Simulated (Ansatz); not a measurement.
**BaLi4V2, from a guessed structure to a relaxed one**

Starting from a made-up structure for BaLi4V2, the aim is the relaxed cell, its shortest contacts and, where a second run follows, its electronic structure.

Method: DFT, PBE, plane-wave PAW, files of the set soft_1, scalar-relativistic, ferromagnetic start, cell and ions relaxed at zero pressure; PAW set soft_1, in the first sound run; inputs show where later runs differ, in Ansatz 0.2.0.

In doubt: warnings of the run leave room for a lower electronic state, so energies may not be the lowest and differences between runs may mislead.

**1. The starting structure**

It takes space group R-3m (No. 166, trigonal). Conventional cell: a = 4.303 Å, b = 4.303 Å, c = 23.691 Å, α = 90.00°, β = 90.00°, γ = 120.00°. Ba has 6 V at 3.25 Å and 8 Li at 3.30 to 3.40 Å nearest. Nearest to V lie 7 Li at 2.49 to 2.76 Å and 3 Ba at 3.25 Å. Nearest to Li lie 4 V at 2.50 to 2.76 Å and 6 Li at 2.67 to 2.80 Å and 1 Ba at 3.30 Å. Nearest to Li lie 3 V at 2.49 Å and 7 Li at 2.67 to 3.37 Å and 3 Ba at 3.40 Å. Farther neighbours are not listed.

**2. Relaxing cell and atoms**

The guess takes its coordinates from another compound and its volume from a rule, so the cell and any free coordinates are relaxed together.

The input, input.yaml:

```yaml
crystal:
  lattice:
    - [2.1515, 1.242169104, 7.897]
    - [-2.1515, 1.242169104, 7.897]
    - [0.0, -2.484338208, 7.897]
  atoms:
    - { symbol: Ba, position: [0.0, 0.0, 0.0] }
    - { symbol: V, position: [0.244933333, 0.244933333, 0.244933333], spin: 2.0 }
    - { symbol: V, position: [0.755066667, 0.755066667, 0.755066667], spin: 2.0 }
    - { symbol: Li, position: [0.8608, 0.8608, 0.8608] }
    - { symbol: Li, position: [0.568766667, 0.568766667, 0.568766667] }
    - { symbol: Li, position: [0.1392, 0.1392, 0.1392] }
    - { symbol: Li, position: [0.431233333, 0.431233333, 0.431233333] }
magnetization:
  spin_polarized: true
kpoints:
  mp_grid: { grid: [7, 7, 7] }
scf:
  occupations: { method: fermi_dirac, width: 0.05 }
hamiltonian:
  xc: pbe
  pseudopotentials: { kind: paw, azcp: { folder: soft_1 } }
relax:
  f_tol: 0.015
  max_steps: 70
  cell: {}
output:
  forces: true
  stress: true
```

The run is started by

```sh
ansatz run input.yaml --threads 4 --pin off --max-ram 10240MiB --backend cpu --events-out ev --progress --plain --runs-dir out
```

Numbers of over 12 decimals in the logs are rounded to 6 here.

Output:

```text
basis.fft_grid_basis auto: the FFT boxes are laid along the combinations [[1, 0, -1], [0, 1, -1], [0, 0, 1]] of the cell's own vectors, 4.303, 4.303 and 8.279 Å long. The dense box has 30×30×60 points. Along the cell's own vectors, as sized, it would have 60×60×60, 4.00 times as many. Of the 12 symmetry operations that the crystal satisfies within crystal.symmetry.tolerance (time reversal apart; of a slab, those that [...]
Engine: ansatz 0.2.0, x86_64-unknown-linux-gnu
Pseudopotentials: kind: paw
Pseudopotential: Ba, paw, valence charge 10, recommended cutoff 420 eV (normal), soft_1/Ba.paw.azcp
Pseudopotential: V, paw, valence charge 13, recommended cutoff 420 eV (normal), soft_1/V.paw.azcp
Pseudopotential: Li, paw, valence charge 3, recommended cutoff 420 eV (normal), soft_1/Li.paw.azcp
Functional definition: PBE
  parameter kappa = 0.804
  parameter beta = 0.066725
  exchange = pbe_x(kappa = kappa, mu = beta*pi^2/3)
  correlation = pbe_c(beta = beta)
Crystal: 7 atoms, lattice volume = 126.630 Å³
Basis set: ecut = 420 eV, 2463 PW (Γ), FFT grids on a1−a3, a2−a3, a3, exchange–correlation on 60×60×120 points (8 copies of the dense FFT grid, shifted against one another)
Bands: 33, of which v1, the nominal top of the filled ones, is band 24 counted from 1 (23 counted from 0)
Symmetry: 12 space group operations
Space group: R-3m (ITA 166), of the structure as read, at distance tolerance 5.0e-5 Å
Magnetic group: BNS 166.97 (UNI 1327), of the structure as read, at distance tolerance 5.0e-5 Å
k-points: 44 of 343
Non-local potential: Ba, projectors of the file, l = 0: 3, l = 1: 2, l = 2: 2, l = 3: 2
Non-local potential: V, projectors of the file, l = 0: 3, l = 1: 2, l = 2: 3, l = 3: 1
Non-local potential: Li, projectors of the file, l = 0: 3, l = 1: 2, l = 2: 1
PAW form: soft (Blöchl's): semilocal exchange-correlation on the pseudo side does not see the compensation charge
PAW one-centre angular grid: Ba, 194 points (default); XC on 64 Gauss nodes
PAW one-centre angular grid: V, 590 points (default); XC on 64 Gauss nodes
PAW one-centre angular grid: Li, 110 points (default); XC on 96 Gauss nodes
Initial density: superposition of atomic densities (chi_scale 0.1, normalization cell, long waves kept (reshape's long-wave potential 0.01 eV rms))
Starting moments: Σ|m| = 4 μB on 2 of 7 sites
Initial wavefunctions: pseudopotential atomic-orbital guess
Functional: x = pbe(κ = 0.804, μ = 0.219515), c = pbe(β = 0.066725)
SCF iter   1: F=—  HF=-12586.605505 eV  |F-HF|=—  |Δ(HF+E_count)|=         —  Δρ=1.77e-2 (↑1.77e-2 ↓1.47e-2)  dr2=3.33e0  dr2_m=3.39e-2  M=4.358 μB ∫|m|=4.444 μB  β_m=0.30  ethr=3.10e-3  ⟨swp⟩=6.6  Hψ=11934  notcnv=0
Mixer restart at iter 1: flushing history
preconditioner: auto → Kerker (q_TF=auto, 2.321 Å⁻¹)  [metal: Δε(μ)=0.006 eV  Ē_g=5.585 eV  σ=0.050 eV  W_gap=0.03  n_scr=28 (ndim 8)  ℏωp=15.5 eV  f_vac=0.000  D(μ)=11.78/eV (n_scr^D=148)]
spin=Collinear: Kerker preconditioning applied to the charge; magnetization (m = ρ↑ − ρ↓) channel mixes plain (no charge-response kernel on spin).
SCF iter   2: F=—  HF=-12585.607912 eV  |F-HF|=—  |Δ(HF+E_count)|=   9.98e-1  Δρ=9.88e-3 (↑8.22e-3 ↓9.88e-3)  dr2=1.02e0  dr2_m=3.87e-2  M=4.660 μB ∫|m|=4.751 μB  β_m=0.36  ethr=3.10e-3  ⟨swp⟩=2.0  Hψ=4697  notcnv=0  defer=52
SCF iter   3: F=—  HF=-12585.723042 eV  |F-HF|=—  |Δ(HF+E_count)|=   1.15e-1  Δρ=1.30e-2 (↑1.30e-2 ↓6.70e-3)  dr2=4.94e-1  dr2_m=7.90e-2  M=5.071 μB ∫|m|=5.167 μB  β_m=0.18  ethr=2.13e-3  ⟨swp⟩=2.0  Hψ=3445  notcnv=0  defer=52
SCF iter   4: F=—  HF=-12585.991208 eV  |F-HF|=—  |Δ(HF+E_count)|=   2.68e-1  Δρ=1.26e-2 (↑1.26e-2 ↓6.01e-3)  dr2=3.26e-1  dr2_m=8.04e-2  M=5.385 μB ∫|m|=5.484 μB  β_m=0.12  ethr=1.03e-3  ⟨swp⟩=2.0  Hψ=3602  notcnv=0  defer=52
SCF iter   5: F=—  HF=-12586.254989 eV  |F-HF|=—  |Δ(HF+E_count)|=   2.64e-1  Δρ=8.79e-3 (↑8.79e-3 ↓6.12e-3)  dr2=1.71e-1  dr2_m=5.64e-2  M=5.735 μB ∫|m|=5.833 μB  β_m=0.39  ethr=6.80e-4  ⟨swp⟩=2.1  Hψ=4229  notcnv=0  defer=52
SCF iter   6: F=—  HF=-12586.709634 eV  |F-HF|=—  |Δ(HF+E_count)|=         —  Δρ=1.42e-2 (↑1.42e-2 ↓4.79e-3)  dr2=2.59e-1  dr2_m=9.82e-2  M=7.619 μB ∫|m|=7.681 μB  β_m=0.57  ethr=3.56e-4  ⟨swp⟩=2.6  Hψ=5014  notcnv=0  defer=53
Mixer restart at iter 6: flushing history
SCF iter   7: F=—  HF=-12586.797011 eV  |F-HF|=—  |Δ(HF+E_count)|=   8.74e-2  Δρ=2.82e-3 (↑2.82e-3 ↓2.61e-3)  dr2=2.00e-2  dr2_m=6.72e-3  M=7.691 μB ∫|m|=7.749 μB  β_m=0.61  ethr=3.56e-4  ⟨swp⟩=3.0  Hψ=5614  notcnv=0  defer=75
SCF iter   8: F=—  HF=-12586.796653 eV  |F-HF|=—  |Δ(HF+E_count)|=   3.58e-4  Δρ=4.24e-3 (↑4.24e-3 ↓1.60e-3)  dr2=2.83e-2  dr2_m=8.88e-3  M=7.876 μB ∫|m|=7.930 μB  β_m=0.66  ethr=4.16e-5  ⟨swp⟩=2.0  Hψ=5362  notcnv=0  defer=75
SCF iter   9: F=—  HF=-12586.797885 eV  |F-HF|=—  |Δ(HF+E_count)|=   1.23e-3  Δρ=1.48e-3 (↑1.48e-3 ↓3.69e-4)  dr2=2.19e-3  dr2_m=7.71e-4  M=7.994 μB ∫|m|=8.044 μB  β_m=0.83  ethr=4.16e-5  ⟨swp⟩=2.1  Hψ=4330  notcnv=0  defer=75
SCF iter  10: F=—  HF=-12586.800896 eV  |F-HF|=—  |Δ(HF+E_count)|=   3.01e-3  Δρ=4.79e-4 (↑4.79e-4 ↓1.34e-4)  dr2=3.69e-4  dr2_m=6.22e-5  M=7.998 μB ∫|m|=8.047 μB  β_m=0.91  ethr=4.57e-6  ⟨swp⟩=2.0  Hψ=4342  notcnv=0  defer=75
SCF iter  11: F=—  HF=-12586.801113 eV  |F-HF|=—  |Δ(HF+E_count)|=   2.17e-4  Δρ=1.81e-4 (↑1.81e-4 ↓6.41e-5)  dr2=5.10e-5  dr2_m=1.36e-5  M=8.018 μB ∫|m|=8.067 μB  β_m=0.96  ethr=7.68e-7  ⟨swp⟩=2.4  Hψ=4585  notcnv=0  defer=75
SCF iter  12: F=—  HF=-12586.801116 eV  |F-HF|=—  |Δ(HF+E_count)|=   2.99e-6  Δρ=4.72e-5 (↑4.72e-5 ↓2.27e-5)  dr2=4.55e-6  dr2_m=9.02e-7  M=8.022 μB ∫|m|=8.071 μB  β_m=0.98  ethr=1.06e-7  ⟨swp⟩=2.0  Hψ=3544  notcnv=0  defer=75
SCF iter  13: F=—  HF=-12586.801116 eV  |F-HF|=—  |Δ(HF+E_count)|=   5.30e-7  Δρ=1.35e-5 (↑1.35e-5 ↓5.78e-6)  dr2=3.69e-7  dr2_m=6.47e-8  M=8.023 μB ∫|m|=8.072 μB  β_m=0.99  ethr=9.49e-9  ⟨swp⟩=2.0  Hψ=3632  notcnv=0  defer=75
SCF iter  14: F=—  HF=-12586.801117 eV  |F-HF|=—  |Δ(HF+E_count)|=   8.00e-8  Δρ=1.58e-6 (↑1.58e-6 ↓1.35e-6)  dr2=1.87e-8  dr2_m=8.55e-10  M=8.023 μB ∫|m|=8.072 μB  β_m=0.99  ethr=7.70e-10  ⟨swp⟩=2.0  Hψ=3670  notcnv=0  defer=75
SCF iter  15: F=-12586.801117 eV  HF=-12586.801117 eV  |F-HF|=5.15e-10  |Δ(HF+E_count)|=  9.37e-10  Δρ=4.47e-7 (↑4.47e-7 ↓2.35e-7)  dr2=1.03e-9  dr2_m=3.13e-11  M=8.023 μB ∫|m|=8.072 μB  ethr=3.90e-11  ⟨swp⟩=1.6  Hψ=7205  notcnv=0
SCF 1 converged in 15 iterations: F = -12586.801117 eV  dr2 = 1.03e-9
  greatest PAW one-centre occupation: 1.000 electrons in one spin orbital (limit 2), on the Li atom at site 6 (counted from 0), in its partial waves of l = 0
[...]
relax step   7: F+E_penalty+E_count = -12588.44223682 eV  Δ(F+E_penalty+E_count) = -3.098e-3 eV  max|allowed force component| = 4.499e-3 eV/Å  Δτ_max = 0.0081 Å  P = +0.055 GPa  Ω = 174.651 Å³  energy of the carried Pulay correction = -1.896e-4 eV  (8 SCF iters, dr2 threshold 4.78e-7 eV, accepted)
[...]
relax step   8: F+E_penalty+E_count = -12588.44238004 eV  Δ(F+E_penalty+E_count) = -1.432e-4 eV  max|allowed force component| = 1.119e-3 eV/Å  Δτ_max = 0.0017 Å  P = -0.006 GPa  Ω = 175.175 Å³  energy of the carried Pulay correction = -2.354e-4 eV  (8 SCF iters, dr2 threshold 2.93e-8 eV, accepted)
iter 1 solved again at ethr=2.21e-6 eV; its pass at ethr=3.10e-3 eV (dr2=1.06e-3 eV) is discarded
SCF iter   1: F=—  HF=-12588.440616 eV  |F-HF|=—  |Δ(HF+E_count)|=         —  Δρ=1.78e-4 (↑1.78e-4 ↓9.70e-5)  dr2=4.44e-6  dr2_m=2.83e-6  M=9.085 μB ∫|m|=9.130 μB  β_m=0.65  ethr=2.21e-6  ⟨swp⟩=3.1  Hψ=18674  notcnv=0
eigensolver tolerance schedule: the retry pair's looser diagonalisation over-reported the residual by 238.58 of it (diagonalisation noise at 0.21 of the residual, at the tolerance the schedule requests for it); recorded, not acted on — ethr = c·dr2/N_el stays at c = 1.0e-1
preconditioner: auto → Kerker (q_TF=auto, 1.679 Å⁻¹)  [metal: Δε(μ)=0.007 eV  Ē_g=2.625 eV  σ=0.050 eV  W_gap=0.04  n_scr=16 (ndim 8)  ℏωp=11.2 eV  f_vac=0.000  D(μ)=8.72/eV (n_scr^D=86)]
spin=Collinear: Kerker preconditioning applied to the charge; magnetization (m = ρ↑ − ρ↓) channel mixes plain (no charge-response kernel on spin).
SCF iter   2: F=—  HF=-12588.442386 eV  |F-HF|=—  |Δ(HF+E_count)|=   1.77e-3  Δρ=6.31e-5 (↑6.31e-5 ↓3.45e-5)  dr2=8.71e-7  dr2_m=3.46e-7  M=9.085 μB ∫|m|=9.130 μB  β_m=0.61  ethr=9.24e-9  ⟨swp⟩=2.0  Hψ=4563  notcnv=0
SCF iter   3: F=—  HF=-12588.442588 eV  |F-HF|=—  |Δ(HF+E_count)|=   2.02e-4  Δρ=2.52e-5 (↑2.52e-5 ↓1.40e-5)  dr2=1.68e-7  dr2_m=5.72e-8  M=9.085 μB ∫|m|=9.129 μB  β_m=0.79  ethr=1.81e-9  ⟨swp⟩=2.0  Hψ=3558  notcnv=0
SCF iter   4: F=—  HF=-12588.442627 eV  |F-HF|=—  |Δ(HF+E_count)|=   3.87e-5  Δρ=3.71e-6 (↑3.71e-6 ↓1.32e-6)  dr2=3.24e-8  dr2_m=4.51e-9  M=9.085 μB ∫|m|=9.129 μB  β_m=0.68  ethr=3.50e-10  ⟨swp⟩=2.2  Hψ=4421  notcnv=0
SCF iter   5: F=—  HF=-12588.442627 eV  |F-HF|=—  |Δ(HF+E_count)|=   6.88e-8  Δρ=8.15e-7 (↑8.15e-7 ↓7.95e-7)  dr2=4.00e-9  dr2_m=6.46e-10  M=9.085 μB ∫|m|=9.129 μB  β_m=0.84  ethr=6.74e-11  ⟨swp⟩=2.0  Hψ=4562  notcnv=0
SCF iter   6: F=—  HF=-12588.442604 eV  |F-HF|=—  |Δ(HF+E_count)|=   2.35e-5  Δρ=4.38e-7 (↑4.05e-7 ↓4.38e-7)  dr2=8.50e-10  dr2_m=1.38e-10  M=9.085 μB ∫|m|=9.129 μB  β_m=0.92  ethr=8.33e-12  ⟨swp⟩=2.4  Hψ=5084  notcnv=0
SCF iter   7: F=—  HF=-12588.442604 eV  |F-HF|=—  |Δ(HF+E_count)|=   5.13e-9  Δρ=2.22e-7 (↑1.88e-7 ↓2.22e-7)  dr2=3.07e-10  dr2_m=3.61e-11  M=9.085 μB ∫|m|=9.129 μB  β_m=0.96  ethr=1.77e-12  ⟨swp⟩=2.4  Hψ=4806  notcnv=0
SCF iter   8: F=—  HF=-12588.442604 eV  |F-HF|=—  |Δ(HF+E_count)|=   1.15e-9  Δρ=7.98e-8 (↑7.98e-8 ↓7.30e-8)  dr2=3.71e-11  dr2_m=4.61e-12  M=9.085 μB ∫|m|=9.129 μB  β_m=0.98  ethr=1.00e-12  ⟨swp⟩=2.1  Hψ=4276  notcnv=0
SCF iter   9: F=-12588.442604 eV  HF=-12588.442604 eV  |F-HF|=5.28e-11  |Δ(HF+E_count)|=  1.75e-10  Δρ=1.49e-7 (↑1.49e-7 ↓2.50e-8)  dr2=6.54e-11  dr2_m=9.27e-12  M=9.085 μB ∫|m|=9.129 μB  ethr=1.00e-12  ⟨swp⟩=2.5  Hψ=8456  notcnv=0
SCF 9 converged in 9 iterations: F = -12588.442604 eV  dr2 = 6.54e-11
relax step   9: F+E_penalty+E_count = -12588.44260365 eV  Δ(F+E_penalty+E_count) = -2.236e-4 eV  max|allowed force component| = 1.045e-3 eV/Å  Δτ_max = 0.0000 Å  P = -0.008 GPa  Ω = 175.175 Å³  stress off target by 1.58e-2 GPa  SCF on the basis re-selected at this cell (its energy is not comparable with the rows above)  (9 SCF iters)
basis re-selected at this cell: Δ(F+E_penalty+E_count) = -2.236e-4 eV, ΔP = -0.002 GPa vs the last step (what re-selecting the basis moved, of the pressure what is left beyond the Pulay correction that the steps carried, after the strain that the cell walked since its last selection, with what the two solves' SCF thresholds leave and, on support functions, any second-order correction that the steps lacked; it is no m [...]
WARN: an SCF from antiferromagnetic starting moments (0.00, -3.13, 3.13, 0.00, 0.00, 0.00, 0.00 Bohr magnetons, atom by atom) was not made, by what the run has read of turns of its moments that order reads lower: the deck asks for what bars it, or types moments that do (magnetization.spin_polarized, in the input reference, names some of the keys), or the run goes by scf.lower_state_search: light, the default, which as a rule tries one only behind a close that has lost an order of both signs, or on which an open d or half-filled 4f shell of a PAW file has lost a moment that was set nearer to Hund's than to what is left; [rest of the remark cut]
SCF converged after 9 iterations
Magnetization: 9.0847 μB (28.5423 up, 19.4577 down)
Absolute magnetization: 9.1289 μB (∫|ρ↑−ρ↓|, with the PAW one-centre terms)
Spin contamination: 0.1183 ħ² per cell (⟨S²⟩ above its minimum at these occupations)
Per-site moments (μB) at R_I (Å): [(0.257203, 1.487365), (3.092666, 1.167548), (3.092666, 1.167548), (0.073096, 1.165797), (0.095833, 1.165797), (0.073096, 1.165797), (0.095833, 1.165797)]
Free energy (F): -12588.442604 eV
Harris-Foulkes:  -12588.442604 eV  (|F-HF|=5.28e-11)
Internal energy: -12588.370854 eV  (E = F + TS)
E sigma→0 (E₀):  -12588.406729 eV
Entropy (-TS):   -0.071750 eV (-10.250 meV/atom)
Fermi energy:    4.911300 eV
--- Per-component energies (eV) ---
  E_band       = -980.800032
  E_kinetic    = 810.876808
  E_local      = -4465.993876  (includes V_loc(G=0)·N_el)
  E_nonlocal   = 192.368093
  E_hartree    = 1741.395209
  E_xc         = -454.611178
  E_vxc        = -452.820446  (∫ρ·V_xc dr)
  E_paw        = -7550.978062  (= ΣΔE_a)
  E_vpaw       = -548.023672  (= ΣTr[D̂ρ^β])
  E_aug_tail   = 0.003233  (compensation charges beyond the density's cutoff)
  E_ewald      = -2861.431081
  E_smearing   = -0.071750  (= −TS)
  E_closure    = 0.000000  (closes the sum)
  Σ components = -12588.442604   (vs F -12588.442604, Δ=0.00e0)
--- Forces (eV/Å), atoms counted from 1 ---
  atom   1  Ba     0.00000000     0.00000000    -0.00000000
  atom   2  V     -0.00000000    -0.00000000    -0.00104547
  atom   3  V      0.00000000     0.00000000     0.00104547
  atom   4  Li     0.00000000    -0.00000000     0.00038728
  atom   5  Li     0.00000000     0.00000000     0.00006831
  atom   6  Li    -0.00000000     0.00000000    -0.00038728
  atom   7  Li     0.00000000    -0.00000000    -0.00006831
  max |Σ_I F_I| component: 2.48e-18 eV/Å
--- Stress (GPa, compression-positive) ---
       -0.015789      -0.000000       0.000000
        0.000000      -0.015789       0.000000
        0.000000      -0.000000       0.007638
  P = ⅓ Tr σ = -0.0080 GPa (-0.080 kbar)
--- Relaxed structure (7 steps of the walk, 7 accepted, 2 SCFs on fresh bases) ---
  F+E_penalty+E_count = -12588.44260365 eV   max|allowed force component| = 1.045e-3 eV/Å   (the final SCF, on the basis selected at the relaxed cell)
  cell:  # Å, volume = 175.1751 Å³
    - [2.364591, 1.365197, 9.044191]
    - [-2.364591, 1.365197, 9.044191]
    - [0, -2.730395, 9.044191]
  atoms:
    - { symbol: Ba, position: [-2.19750390580322e-19, -2.197503905803238e-19, -2.197503905803228e-19] }
    - { symbol: V, position: [0.246535, 0.246535, 0.246535] }
    - { symbol: V, position: [0.753465, 0.753465, 0.753465] }
    - { symbol: Li, position: [0.858827, 0.858827, 0.858827] }
    - { symbol: Li, position: [0.552381, 0.552381, 0.552381] }
    - { symbol: Li, position: [0.141173, 0.141173, 0.141173] }
    - { symbol: Li, position: [0.447619, 0.447619, 0.447619] }
```

Wall time 47 s (4 threads of Intel Xeon Platinum 8488C (Sapphire Rapids), shared host); peak memory 0.83 GiB.

Step by step:

| step | energy less that of the first step (eV) | largest force component (eV/Å) | pressure (GPa) | volume (Å³) |
| --- | --- | --- | --- | --- |
| 1 | 0.0000 | 0.7132 | 10.76 | 126.63 |
| 2 | -1.1196 | 0.4683 | 4.76 | 145.59 |
| 3 | -1.5376 | 0.0876 | 1.65 | 160.09 |
| 4 | -1.6039 | 0.0380 | 0.23 | 170.02 |
| 5 | -1.6068 | 0.0102 | -0.04 | 172.32 |
| 6* | -1.6380 | 0.0106 | 0.31 | 172.32 |
| 7 | -1.6411 | 0.0045 | 0.05 | 174.65 |
| 8 | -1.6413 | 0.0011 | -0.01 | 175.18 |
| 9* | -1.6415 | 0.0010 | -0.01 | 175.18 |

Relaxation steps marked * repeat the geometry before them on a plane-wave basis chosen anew for their cell, so energy and pressure can jump there.

Forces are held to the 12 operations that the run works with; a distortion that breaks them can't arise in this run.

| cell as run | before | after | change |
| --- | --- | --- | --- |
| a (Å) | 8.279 | 9.447 | +14.1 % |
| b (Å) | 8.279 | 9.447 | +14.1 % |
| c (Å) | 8.279 | 9.447 | +14.1 % |
| α (°) | 30.13 | 28.99 | -3.8 % |
| β (°) | 30.13 | 28.99 | -3.8 % |
| γ (°) | 30.13 | 28.99 | -3.8 % |
| volume (Å³/atom) | 18.09 | 25.03 | +38.3 % |

The atoms that moved most (Å, as changes of fractional coordinates times the final cell):

| atom | dx | dy | dz | length |
| --- | --- | --- | --- | --- |
| Li7 | 0.000 | 0.000 | 0.445 | 0.445 |
| Li5 | 0.000 | 0.000 | -0.445 | 0.445 |
| Li6 | 0.000 | 0.000 | 0.054 | 0.054 |
| Li4 | 0.000 | 0.000 | -0.054 | 0.054 |
| V3 | 0.000 | 0.000 | -0.043 | 0.043 |
| V2 | 0.000 | 0.000 | 0.043 | 0.043 |

Final coordinates:

```cif
data_structure
_symmetry_space_group_name_H-M 'P 1'
_symmetry_Int_Tables_number 1
_cell_length_a 9.4474
_cell_length_b 9.4474
_cell_length_c 9.4474
_cell_angle_alpha 28.990
_cell_angle_beta 28.990
_cell_angle_gamma 28.990
_cell_volume 175.18
loop_
_atom_site_label
_atom_site_type_symbol
_atom_site_fract_x
_atom_site_fract_y
_atom_site_fract_z
_atom_site_occupancy
Ba1 Ba 0.00000 0.00000 0.00000 1
V2 V 0.24654 0.24654 0.24654 1
V3 V 0.75346 0.75346 0.75346 1
Li4 Li 0.85883 0.85883 0.85883 1
Li5 Li 0.55238 0.55238 0.55238 1
Li6 Li 0.14117 0.14117 0.14117 1
Li7 Li 0.44762 0.44762 0.44762 1
```

This step gave:

```
free energy             : -12588.4426 eV
energy at zero smearing : -12588.4067 eV
smearing term TS        : 0.07175 eV
Fermi energy            : 4.911 eV
magnetization           : 9.085 μB
absolute magnetization  : 9.129 μB
site moments            : 0.2572, 3.093, 3.093, 0.07310, 0.09583, 0.07310, 0.09583 μB
electrons               : 48
symmetry operations     : 12
pressure                : -0.007980 GPa
```

Site moment by atom:

| atom | site moment (μB) |
| --- | --- |
| Ba1 | 0.26 |
| V2 | 3.09 |
| V3 | 3.09 |
| Li4 | 0.07 |
| Li5 | 0.10 |
| Li6 | 0.07 |
| Li7 | 0.10 |

Shortest distances by pair of elements, guess and relaxed (not always the same contact):

| pair | guess (Å) | relaxed (Å) |
| --- | --- | --- |
| Li–Li | 2.670 | 2.826 |
| Li–V | 2.495 | 2.830 |
| Ba–V | 3.249 | 3.606 |
| Ba–Li | 3.298 | 3.830 |
| Ba–Ba | 4.303 | 4.729 |

The relaxation ends with a largest force component of 0.0010 eV/Å and a pressure of -0.01 GPa.

[end of part 1 of 2]

[Logs are printed without paths, hosts, clocks, repeated set-up lines and the standing remarks that a program may print on its own settings, such as how far it seeks lower states.]

[Hosts, paths, dates, database ids (printed as entryN), source tags and the programs' standing remarks are cut or masked in the printed files.]
